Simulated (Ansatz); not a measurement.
**Ge wire along [110], 58 atoms a period, H-terminated: bands by functional**

Wanted: the relaxed geometry and the bands of the Ge wire along [110], 58 atoms a period, H-terminated.

Method: DFT PBE, plane waves, PAW; relaxation of a wire's period; PAW set soft_1, in the first sound run; inputs show where later runs differ, in Ansatz 0.2.0.

**1. The structure**

The cell holds 82 atoms: 58 Ge and 24 H. Cell: a = 27.321 Å, b = 27.676 Å, c = 4.073 Å, α = 90.0°, β = 90.0°, γ = 90.0°. Vacuum lies along a and b. The structure's axis is c.

**2. The relaxed wire**

Band widths follow the bond lengths, so the wire is relaxed first. The atoms and the third cell vector are free; the box across stays fixed as vacuum. A Fermi-Dirac smearing is set since the result may be a metal. The pressure printed is a third of the stress's trace over the whole box, vacuum included; only the stress along the axis is relaxed.

The input, input.yaml:

```yaml
crystal:
  lattice:
    - [27.321, 0.0, 0.0]
    - [0.0, 27.676, 0.0]
    - [0.0, 0.0, 4.0729350596]
  atoms:
    - { symbol: Ge, position: [0.210119191, 0.389620511, 0.0] }
    - { symbol: Ge, position: [0.210119191, 0.683950259, 0.0] }
    - { symbol: H, position: [0.229859815, 0.803555773, 0.0] }
    - { symbol: Ge, position: [0.2628259, 0.316038074, 0.0] }
    - { symbol: Ge, position: [0.2628259, 0.463202948, 0.0] }
    - { symbol: Ge, position: [0.420946028, 0.389620511, 0.0] }
    - { symbol: Ge, position: [0.420946028, 0.683950259, 0.0] }
    - { symbol: Ge, position: [0.420946028, 0.831115133, 0.0] }
    - { symbol: H, position: [0.453912113, 0.87713821, 0.0] }
    - { symbol: Ge, position: [0.473652737, 0.316038074, 0.0] }
    - { symbol: Ge, position: [0.473652737, 0.168873199, 0.0] }
    - { symbol: Ge, position: [0.473652737, 0.463202948, 0.0] }
    - { symbol: Ge, position: [0.631772864, 0.389620511, 0.0] }
    - { symbol: Ge, position: [0.631772864, 0.683950259, 0.0] }
    - { symbol: Ge, position: [0.631772864, 0.831115133, 0.0] }
    - { symbol: H, position: [0.66473895, 0.19643256, 0.0] }
    - { symbol: H, position: [0.66473895, 0.87713821, 0.0] }
    - { symbol: Ge, position: [0.684479573, 0.316038074, 0.0] }
    - { symbol: Ge, position: [0.684479573, 0.463202948, 0.0] }
    - { symbol: Ge, position: [0.842599701, 0.389620511, 0.0] }
    - { symbol: Ge, position: [0.842599701, 0.683950259, 0.0] }
    - { symbol: H, position: [0.875565786, 0.343597434, 0.0] }
    - { symbol: H, position: [0.875565786, 0.435643587, 0.0] }
    - { symbol: H, position: [0.124446397, 0.343597434, 0.5] }
    - { symbol: H, position: [0.124446397, 0.435643587, 0.5] }
    - { symbol: H, position: [0.124446397, 0.582808462, 0.5] }
    - { symbol: H, position: [0.124446397, 0.490762308, 0.5] }
    - { symbol: H, position: [0.124446397, 0.637927183, 0.5] }
    - { symbol: H, position: [0.124446397, 0.729973336, 0.5] }
    - { symbol: Ge, position: [0.157412482, 0.389620511, 0.5] }
    - { symbol: Ge, position: [0.157412482, 0.536785385, 0.5] }
    - { symbol: Ge, position: [0.157412482, 0.683950259, 0.5] }
    - { symbol: Ge, position: [0.315532609, 0.316038074, 0.5] }
    - { symbol: Ge, position: [0.315532609, 0.610367822, 0.5] }
    - { symbol: Ge, position: [0.315532609, 0.463202948, 0.5] }
    - { symbol: Ge, position: [0.315532609, 0.757532696, 0.5] }
    - { symbol: H, position: [0.335273233, 0.19643256, 0.5] }
    - { symbol: H, position: [0.335273233, 0.87713821, 0.5] }
    - { symbol: Ge, position: [0.368239318, 0.242455637, 0.5] }
    - { symbol: Ge, position: [0.368239318, 0.389620511, 0.5] }
    - { symbol: Ge, position: [0.368239318, 0.536785385, 0.5] }
    - { symbol: Ge, position: [0.368239318, 0.683950259, 0.5] }
    - { symbol: Ge, position: [0.368239318, 0.831115133, 0.5] }
    - { symbol: Ge, position: [0.526359446, 0.316038074, 0.5] }
    - { symbol: Ge, position: [0.526359446, 0.168873199, 0.5] }
    - { symbol: Ge, position: [0.526359446, 0.610367822, 0.5] }
    - { symbol: Ge, position: [0.526359446, 0.463202948, 0.5] }
    - { symbol: Ge, position: [0.526359446, 0.757532696, 0.5] }
    - { symbol: H, position: [0.54610007, 0.87713821, 0.5] }
    - { symbol: H, position: [0.559325531, 0.122850123, 0.5] }
    - { symbol: Ge, position: [0.579066155, 0.242455637, 0.5] }
    - { symbol: Ge, position: [0.579066155, 0.389620511, 0.5] }
    - { symbol: Ge, position: [0.579066155, 0.536785385, 0.5] }
    - { symbol: Ge, position: [0.579066155, 0.683950259, 0.5] }
    - { symbol: Ge, position: [0.579066155, 0.831115133, 0.5] }
    - { symbol: Ge, position: [0.737186282, 0.316038074, 0.5] }
    - { symbol: Ge, position: [0.737186282, 0.610367822, 0.5] }
    - { symbol: Ge, position: [0.737186282, 0.463202948, 0.5] }
    - { symbol: Ge, position: [0.737186282, 0.757532696, 0.5] }
    - { symbol: H, position: [0.770152368, 0.270014997, 0.5] }
    - { symbol: H, position: [0.770152368, 0.803555773, 0.5] }
    - { symbol: Ge, position: [0.789892991, 0.389620511, 0.5] }
    - { symbol: Ge, position: [0.789892991, 0.536785385, 0.5] }
    - { symbol: Ge, position: [0.789892991, 0.683950259, 0.5] }
    - { symbol: Ge, position: [0.210119191, 0.536785385, 0.0] }
    - { symbol: H, position: [0.229859815, 0.270014997, 0.0] }
    - { symbol: Ge, position: [0.2628259, 0.610367822, 0.0] }
    - { symbol: Ge, position: [0.2628259, 0.757532696, 0.0] }
    - { symbol: Ge, position: [0.420946028, 0.242455637, 0.0] }
    - { symbol: Ge, position: [0.420946028, 0.536785385, 0.0] }
    - { symbol: H, position: [0.440686651, 0.122850123, 0.0] }
    - { symbol: Ge, position: [0.473652737, 0.610367822, 0.0] }
    - { symbol: Ge, position: [0.473652737, 0.757532696, 0.0] }
    - { symbol: Ge, position: [0.631772864, 0.242455637, 0.0] }
    - { symbol: Ge, position: [0.631772864, 0.536785385, 0.0] }
    - { symbol: Ge, position: [0.684479573, 0.610367822, 0.0] }
    - { symbol: Ge, position: [0.684479573, 0.757532696, 0.0] }
    - { symbol: Ge, position: [0.842599701, 0.536785385, 0.0] }
    - { symbol: H, position: [0.875565786, 0.582808462, 0.0] }
    - { symbol: H, position: [0.875565786, 0.490762308, 0.0] }
    - { symbol: H, position: [0.875565786, 0.637927183, 0.0] }
    - { symbol: H, position: [0.875565786, 0.729973336, 0.0] }
kpoints:
  mp_grid: { grid: [1, 1, 20] }
scf:
  occupations: { method: fermi_dirac, width: 0.05 }
hamiltonian:
  xc: pbe
  pseudopotentials: { kind: paw, azcp: { folder: soft_1 } }
relax:
  cell: { fix: [a, b, alpha, beta, gamma] }
  max_steps: 45
  f_tol: 0.03
```

Run with:

```
$ ansatz run input.yaml --threads 16 --pin off --max-ram 61440MiB --backend cuda --events-out ev --progress --plain --runs-dir out --max-vram 78GiB
```

Numbers of over 12 decimals in the logs are rounded to 6 here.

Log:

```text
Engine: ansatz 0.2.0, aarch64-unknown-linux-gnu
Pseudopotentials: kind: paw
Pseudopotential: Ge, paw, valence charge 14, recommended cutoff 420 eV (normal), soft_1/Ge.paw.azcp
Pseudopotential: H, paw, valence charge 1, recommended cutoff 420 eV (normal), soft_1/H.paw.azcp
Functional definition: PBE
  parameter kappa = 0.804
  parameter beta = 0.066725
  exchange = pbe_x(kappa = kappa, mu = beta*pi^2/3)
  correlation = pbe_c(beta = beta)
[...]
Crystal: 82 atoms, lattice volume = 3079.693 Å³
Basis set: ecut = 420 eV, 60183 PW (Γ), exchange–correlation on 384×384×60 points (8 copies of the dense FFT grid, shifted against one another)
Bands: 502, of which v1, the nominal top of the filled ones, is band 418 counted from 1 (417 counted from 0)
Symmetry: 4 space group operations
Space group: Pma2 (ITA 28), of the structure as read, at distance tolerance 1.5e-4 Å
k-points: 11 of 20
Non-local potential: Ge, projectors of the file, l = 0: 2, l = 1: 2, l = 2: 3, l = 3: 1
Non-local potential: H, projectors of the file, l = 0: 2, l = 1: 1
PAW form: soft (Blöchl's): semilocal exchange-correlation on the pseudo side does not see the compensation charge
PAW one-centre angular grid: Ge, 590 points (default); XC on 64 Gauss nodes
PAW one-centre angular grid: H, 110 points (default); XC on 64 Gauss nodes
Initial density: superposition of atomic densities (neutral atoms: chi_scale 0, normalization atom)
Initial wavefunctions: pseudopotential atomic-orbital guess
[...]
Functional: x = pbe(κ = 0.804, μ = 0.219515), c = pbe(β = 0.066725)
SCF iter   1: F=—  HF=-249490.431560 eV  |F-HF|=—  |Δ(HF+E_count)|=         —  Δρ=3.33e-2  dr2=2.86e1  ethr=3.10e-3  ⟨swp⟩=6.0  Hψ=20299  notcnv=0  defer=124
preconditioner: auto → Resta (q_TF=auto, 2.195 Å⁻¹)  ε∞=1.8  [insulator: Δε(μ)=0.542 eV  Ē_g=21.777 eV  σ=0.050 eV  W_gap=0.99  n_scr=582 (ndim 8)  ℏωp=19.3 eV  f_vac=0.463  D(μ)=0.02/eV (n_scr^D=0)  ε∞_Penn≈1.8  vacuum switching on, ρ_ref=3.4e-2 e/Å³]
SCF iter   2: F=—  HF=-249485.541488 eV  |F-HF|=—  |Δ(HF+E_count)|=    4.89e0  Δρ=1.58e-2  dr2=8.86e0  ethr=3.10e-3  ⟨swp⟩=2.2  Hψ=7324  notcnv=0  defer=753
[...]
SCF iter  15: F=-249484.077210 eV  HF=-249484.077210 eV  |F-HF|=6.58e-9  |Δ(HF+E_count)|=   3.31e-8  Δρ=6.50e-7  dr2=1.33e-8  ethr=1.20e-11  ⟨swp⟩=4.0  Hψ=13472  notcnv=0
SCF 1 converged in 15 iterations: F = -249484.077210 eV  dr2 = 1.33e-8
  greatest PAW one-centre occupation: 0.998 electrons in one spin orbital (limit 2), on the Ge atom at site 30 (counted from 0), in its partial waves of l = 2
relax step   1: F+E_penalty+E_count = -249484.07720965 eV  Δ(F+E_penalty+E_count) = +0.000e0 eV  max|allowed force component| = 3.908e-1 eV/Å  Δτ_max = 0.0000 Å  P = -0.284 GPa  Ω = 3079.693 Å³  fix = [a, b, alpha, beta, gamma]  reactions: a -0.449, b -0.104 GPa  (15 SCF iters, dr2 threshold 1.00e-7 eV, accepted)
[...]
Crystal: 82 atoms, lattice volume = 3078.581 Å³
Basis set: ecut = 420 eV, 60159 PW (Γ), exchange–correlation on 384×384×60 points (8 copies of the dense FFT grid, shifted against one another)
[...]
preconditioner: auto → Resta (q_TF=auto, 2.196 Å⁻¹)  ε∞=1.8  [insulator: Δε(μ)=0.709 eV  Ē_g=21.842 eV  σ=0.050 eV  W_gap=1.00  n_scr=582 (ndim 8)  ℏωp=19.4 eV  f_vac=0.493  D(μ)=0.01/eV (n_scr^D=0)  ε∞_Penn≈1.8  vacuum switching on, ρ_ref=3.5e-2 e/Å³]
[...]
SCF 2 converged in 10 iterations: F = -249484.475645 eV  dr2 = 1.07e-6
  greatest PAW one-centre occupation: 0.998 electrons in one spin orbital (limit 2), on the Ge atom at site 77 (counted from 0), in its partial waves of l = 2
relax step   2: F+E_penalty+E_count = -249484.47564481 eV  Δ(F+E_penalty+E_count) = -3.984e-1 eV  max|allowed force component| = 1.593e-1 eV/Å  Δτ_max = 0.1948 Å  P = -0.086 GPa  Ω = 3078.581 Å³  energy of the carried Pulay correction = +1.720e-4 eV  fix = [a, b, alpha, beta, gamma]  reactions: a -0.199, b +0.027 GPa  (10 SCF iters, dr2 threshold 8.20e-6 eV, accepted)
[...]
Crystal: 82 atoms, lattice volume = 3075.691 Å³
[...]
SCF 3 converged in 10 iterations: F = -249484.585985 eV  dr2 = 9.05e-7
relax step   3: F+E_penalty+E_count = -249484.58598511 eV  Δ(F+E_penalty+E_count) = -1.103e-1 eV  max|allowed force component| = 1.012e-1 eV/Å  Δτ_max = 0.1377 Å  P = -0.041 GPa  Ω = 3075.691 Å³  energy of the carried Pulay correction = +6.196e-4 eV  fix = [a, b, alpha, beta, gamma]  reactions: a -0.057, b -0.050 GPa  (10 SCF iters, dr2 threshold 1.59e-6 eV, accepted)
[...]
relax step   4: F+E_penalty+E_count = -249484.68961209 eV  Δ(F+E_penalty+E_count) = -1.036e-1 eV  max|allowed force component| = 1.294e-1 eV/Å  Δτ_max = 0.1934 Å  P = -0.001 GPa  Ω = 3074.427 Å³  energy of the carried Pulay correction = +8.155e-4 eV  fix = [a, b, alpha, beta, gamma]  reactions: a +0.021, b -0.063 GPa  (11 SCF iters, dr2 threshold 6.40e-7 eV, accepted)
[...]
relax step   5: F+E_penalty+E_count = -249484.74947401 eV  Δ(F+E_penalty+E_count) = -5.986e-2 eV  max|allowed force component| = 6.738e-2 eV/Å  Δτ_max = 0.2000 Å  P = -0.000 GPa  Ω = 3076.174 Å³  energy of the carried Pulay correction = +5.449e-4 eV  fix = [a, b, alpha, beta, gamma]  reactions: a -0.014, b +0.020 GPa  (11 SCF iters, dr2 threshold 1.05e-6 eV, accepted)
[...]
relax step   6: F+E_penalty+E_count = -249484.76137487 eV  Δ(F+E_penalty+E_count) = -1.190e-2 eV  max|allowed force component| = 1.019e-2 eV/Å  Δτ_max = 0.0771 Å  P = -0.003 GPa  Ω = 3075.303 Å³  energy of the carried Pulay correction = +6.797e-4 eV  fix = [a, b, alpha, beta, gamma]  reactions: a -0.015, b +0.004 GPa  (9 SCF iters, dr2 threshold 2.84e-7 eV, accepted)
[...]
relax step   7: F+E_penalty+E_count = -249484.76189874 eV  Δ(F+E_penalty+E_count) = -5.239e-4 eV  max|allowed force component| = 3.699e-2 eV/Å  Δτ_max = 0.0316 Å  P = -0.009 GPa  Ω = 3075.790 Å³  energy of the carried Pulay correction = +6.043e-4 eV  fix = [a, b, alpha, beta, gamma]  reactions: a -0.012, b -0.011 GPa  (12 SCF iters, accepted)
[...]
relax step   8: F+E_penalty+E_count = -249484.76229244 eV  Δ(F+E_penalty+E_count) = -3.937e-4 eV  max|allowed force component| = 4.034e-3 eV/Å  Δτ_max = 0.0056 Å  P = -0.000 GPa  Ω = 3075.868 Å³  energy of the carried Pulay correction = +5.923e-4 eV  fix = [a, b, alpha, beta, gamma]  reactions: a -0.002, b +0.004 GPa  (8 SCF iters, dr2 threshold 8.55e-8 eV, accepted)
[...]
relax step   9: F+E_penalty+E_count = -249484.76172152 eV  Δ(F+E_penalty+E_count) = +5.709e-4 eV  max|allowed force component| = 4.039e-3 eV/Å  Δτ_max = 0.0000 Å  P = +0.000 GPa  Ω = 3075.868 Å³  fix = [a, b, alpha, beta, gamma]  reactions: a -0.002, b +0.003 GPa  stress off target by 1.03e-3 GPa on what of the cell is left free  SCF on the basis re-selected at this cell (its energy is not comparable with the rows above)  (5 SCF iters)
[...]
- { symbol: H, position: [0.662607, 0.875145, 0.0] }
    - { symbol: Ge, position: [0.682851, 0.316345, 0.0] }
    - { symbol: Ge, position: [0.685609, 0.462784, 0.0] }
    - { symbol: Ge, position: [0.839708, 0.378028, 0.0] }
    - { symbol: Ge, position: [0.839224, 0.695907, 0] }
    - { symbol: H, position: [0.858609, 0.325163, 0.0] }
    - { symbol: H, position: [0.885165, 0.411392, 0.0] }
    - { symbol: H, position: [0.141391, 0.325163, 0.5] }
    - { symbol: H, position: [0.114835, 0.411392, 0.5] }
    - { symbol: H, position: [0.124679, 0.581853, 0.5] }
    - { symbol: H, position: [0.124590, 0.492004, 0.5] }
    - { symbol: H, position: [0.115323, 0.662544, 0.5] }
    - { symbol: H, position: [0.141886, 0.748774, 0.5] }
    - { symbol: Ge, position: [0.160292, 0.378028, 0.5] }
    - { symbol: Ge, position: [0.158396, 0.536895, 0.5] }
    - { symbol: Ge, position: [0.160776, 0.695907, 0.5] }
    - { symbol: Ge, position: [0.317149, 0.316345, 0.5] }
    - { symbol: Ge, position: [0.314469, 0.610709, 0.5] }
    - { symbol: Ge, position: [0.314391, 0.462784, 0.5] }
    - { symbol: Ge, position: [0.317715, 0.757373, 0.5] }
    - { symbol: H, position: [0.337152, 0.198321, 0.5] }
    - { symbol: H, position: [0.337393, 0.875145, 0.5] }
    - { symbol: Ge, position: [0.370311, 0.244153, 0.5] }
    - { symbol: Ge, position: [0.368451, 0.390111, 0.5] }
    - { symbol: Ge, position: [0.366780, 0.536703, 0.5] }
    - { symbol: Ge, position: [0.368584, 0.683280, 0.5] }
    - { symbol: Ge, position: [0.370723, 0.829506, 0.5] }
    - { symbol: Ge, position: [0.526322, 0.316639, 0.5] }
    - { symbol: Ge, position: [0.525473, 0.170416, 0.5] }
    - { symbol: Ge, position: [0.526423, 0.609380, 0.5] }
    - { symbol: Ge, position: [0.526437, 0.463768, 0.5] }
    - { symbol: Ge, position: [0.526227, 0.756218, 0.5] }
    - { symbol: H, position: [0.544724, 0.874606, 0.5] }
    - { symbol: H, position: [0.559109, 0.124991, 0.5] }
    - { symbol: Ge, position: [0.578098, 0.242946, 0.5] }
    - { symbol: Ge, position: [0.578857, 0.390250, 0.5] }
    - { symbol: Ge, position: [0.580146, 0.536604, 0.5] }
    - { symbol: Ge, position: [0.578786, 0.682875, 0.5] }
    - { symbol: Ge, position: [0.578387, 0.829223, 0.5] }
    - { symbol: Ge, position: [0.734264, 0.317646, 0.5] }
    - { symbol: Ge, position: [0.738480, 0.610775, 0.5] }
    - { symbol: Ge, position: [0.738591, 0.462847, 0.5] }
    - { symbol: Ge, position: [0.733682, 0.756079, 0.5] }
    - { symbol: H, position: [0.766958, 0.271479, 0.5] }
    - { symbol: H, position: [0.766350, 0.802265, 0.5] }
    - { symbol: Ge, position: [0.789601, 0.388279, 0.5] }
    - { symbol: Ge, position: [0.790369, 0.536860, 0.5] }
    - { symbol: Ge, position: [0.789144, 0.685574, 0.5] }
    - { symbol: Ge, position: [0.209631, 0.536860, 0.0] }
    - { symbol: H, position: [0.233042, 0.271479, 0] }
    - { symbol: Ge, position: [0.261520, 0.610775, 0.0] }
    - { symbol: Ge, position: [0.266318, 0.756079, 0] }
    - { symbol: Ge, position: [0.421902, 0.242946, 0.0] }
    - { symbol: Ge, position: [0.419854, 0.536604, 0] }
    - { symbol: H, position: [0.440891, 0.124991, 0.0] }
    - { symbol: Ge, position: [0.473577, 0.609380, 0] }
    - { symbol: Ge, position: [0.473773, 0.756218, 0] }
    - { symbol: Ge, position: [0.629689, 0.244153, 0] }
    - { symbol: Ge, position: [0.633220, 0.536703, 0.0] }
    - { symbol: Ge, position: [0.685531, 0.610709, 0.0] }
    - { symbol: Ge, position: [0.682285, 0.757373, 0.0] }
    - { symbol: Ge, position: [0.841604, 0.536895, 0] }
    - { symbol: H, position: [0.875321, 0.581853, 0] }
    - { symbol: H, position: [0.875410, 0.492004, 0.0] }
    - { symbol: H, position: [0.884677, 0.662544, 0.0] }
    - { symbol: H, position: [0.858114, 0.748774, 0.0] }
```

Elapsed: 81 s, on 1 × NVIDIA GB200 with 16 threads of Arm Neoverse V2, shared host; peak memory 2.2 GiB; 6.9 min of CPU time.

Relaxation path:

```csv
step,energy less that of the first step (eV),largest force component (eV/Å),pressure (GPa),volume (Å³)
1,0.0000,0.3908,-0.28,3079.69
2,-0.3984,0.1593,-0.09,3078.58
3,-0.5088,0.1012,-0.04,3075.69
4,-0.6124,0.1294,0.00,3074.43
5,-0.6723,0.0674,0.00,3076.17
6,-0.6842,0.0102,0.00,3075.30
7,-0.6847,0.0370,-0.01,3075.79
8,-0.6851,0.0040,0.00,3075.87
9,-0.6845,0.0040,0.00,3075.87
```

The run keeps the 4 symmetry operations that it works with, so distortions that break them were not tested.

```csv
cell as run,before,after,change
c (Å),4.073,4.068,-0.1 %
```

The atoms that moved most (Å, along periodic axes as changes of fractional coordinates times the final cell, across vacuum about the mean position):

```csv
atom,dx,dy,dz,length
H28,-0.249,0.681,0.000,0.725
H81,0.249,0.681,0.000,0.725
H25,-0.262,-0.671,0.000,0.721
H23,0.262,-0.671,0.000,0.721
H82,-0.477,0.520,0.000,0.706
H29,0.477,0.520,0.000,0.706
H22,-0.463,-0.510,0.000,0.689
H24,0.463,-0.510,0.000,0.689
```

Numbers from this step:

```yaml
cell_length_along_the_wire: 4.068 Å
```

The cell's length comes to 4.068 Å with spin left out.

(Part 1 of 2 ends here.)

[Logs are printed without paths, hosts, clocks, repeated set-up lines and the standing remarks that a program may print on its own settings, such as how far it seeks lower states.]

[Hosts, paths, dates, database ids (printed as entryN), source tags and the programs' standing remarks are cut or masked in the printed files.]
